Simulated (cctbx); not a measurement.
## A disordered crystal of nominal Yb7VCo4Ge12

Cell a = 10.2160 Å, b = 10.2160 Å, c = 4.1020 Å, α = 90.00°, β = 90.00°, γ = 90.00°; space group P4/m (no. 83); nominal formula Yb7VCo4Ge12.

Simulated single-crystal data (cctbx): Mo Kα, λ = 0.71073 Å, to d = 0.7 Å, 95 % of the full sphere, strongest reflection 5000 counts, noise from counting, a 1.5 % proportional error and a noise floor of 2 counts (s.d.); no absorption, and some extinction, which the refinements don't model.

With every site full:

```text
Rint 0.059, 742 unique reflections to 0.70 A
cycle     R1     wR2    GooF  max shift (A)
   1  0.1512  0.2860   6.770   0.00346
   2  0.0354  0.0759   1.796   0.00013
final R1 0.0354 wR2 0.0759 GooF 1.796  parameters 38  data/parameter 19.5
atom        x        y        z      Ueq    occ   su(xyz)  su(Uiso or U11)
Yb1    0.50000  0.00000  0.50000   0.0066  1.000  0.00000  0.0004
Yb2    0.00000  0.00000  0.00000   0.0132  1.000  0.00000  0.0004
Yb3    0.32653  0.68099  0.50000   0.0058  1.000  0.00007  0.0003
Ge1    0.19649  0.93988  0.50000   0.0112  1.000  0.00019  0.0008
Ge2    0.11788  0.71157  0.00000   0.0088  1.000  0.00018  0.0008
Ge3    0.48662  0.77917  0.00000   0.0098  1.000  0.00018  0.0008
Co1    0.28730  0.88328  0.00000   0.0148  1.000  0.00026  0.0012
V2     0.50000  0.50000  0.00000  -0.0121  1.000  0.00000  0.0008  NPD
difference map: max 12.64 min -8.62 rms 0.80
Q1    0.5000  0.5000  0.0000    1   12.65  0.00 A from V2
Q2    0.1489  0.1628  0.0000    4    2.43  1.31 A from Co1
Q3    0.0629  0.0693  0.0000    4    2.40  0.96 A from Yb2
Q4    0.3339  0.6479  0.3890    8    2.30  0.57 A from Yb3
Q5    0.0695  0.9052  0.5000    4    2.23  1.34 A from Ge1
Q6    0.0516  0.2339  0.5000    4    2.09  0.39 A from Ge1
```

With the occupancies of the suspect sites free, each still typed as its main element:

```text
Rint 0.059, 742 unique reflections to 0.70 A
cycle     R1     wR2    GooF  max shift (A)
   1  0.0936  0.1782   4.225   0.00038
  20  0.0222  0.0438   1.039   0.00003
final R1 0.0220 wR2 0.0436 GooF 1.033  parameters 40  data/parameter 18.6
atom        x        y        z      Ueq    occ   su(xyz)  su(Uiso or U11)
Yb1    0.50000  0.00000  0.50000   0.0072  1.000  0.00000  0.0002
Yb2    0.00000  0.00000  0.00000   0.0071  0.852  0.00000  0.0003
Yb3    0.32654  0.68092  0.50000   0.0063  1.000  0.00004  0.0002
Ge1    0.19655  0.93990  0.50000   0.0117  1.000  0.00011  0.0005
Ge2    0.11779  0.71144  0.00000   0.0094  1.000  0.00010  0.0004
Ge3    0.48671  0.77919  0.00000   0.0103  1.000  0.00010  0.0004
Co1    0.28727  0.88319  0.00000   0.0154  1.000  0.00015  0.0007
V2     0.50000  0.50000  0.00000  -0.0007  1.350  0.00000  0.0007  NPD
su of occupancy Yb2: 0.006
su of occupancy V2: 0.018
difference map: max 3.38 min -2.45 rms 0.53
Q1    0.5000  0.5000  0.0736    2    3.41  0.30 A from V2
Q2    0.1465  0.1661  0.0000    4    2.36  1.27 A from Co1
Q3    0.0639  0.9025  0.5000    4    2.22  1.41 A from Ge1
Q4    0.0704  0.3105  0.3500    8    2.00  1.32 A from Ge1
Q5    0.3880  0.5974  0.1215    8    1.87  1.60 A from V2
Q6    0.0187  0.6687  0.0000    4    1.84  1.10 A from Ge2
```

**Question.** What is the disorder?

X-rays count electrons. Yb2 refines to 0.852(0.006), or 59.6 electrons; the site truly holds 0.8 Yb and 0.2 V, 60.6 electrons, which is 0.866 of Yb; V2 refines to 1.350(0.018), or 31.1 electrons; the site truly holds 0.8 V and 0.2 Yb, 32.4 electrons, which is 1.409 of V. A value under 1 can't tell vacancies from a lighter guest, and one over 1 needs a heavier guest; chemistry or a second radiation must settle which. Occupancy correlates with U and the scale, and the two elements' form factors differ in shape, so the match is approximate.

Freeing them takes R1 from 0.0354 to 0.0220 and GooF from 1.80 to 1.03.

The model was made for the exercise: a known structure type with other elements put in, its volume estimated, not relaxed; displacement parameters are assumed.

[Middle refinement cycles are left out of these outputs.]

[Logs are printed without paths, hosts, clocks, repeated set-up lines and the standing remarks that a program may print on its own settings, such as how far it seeks lower states.]
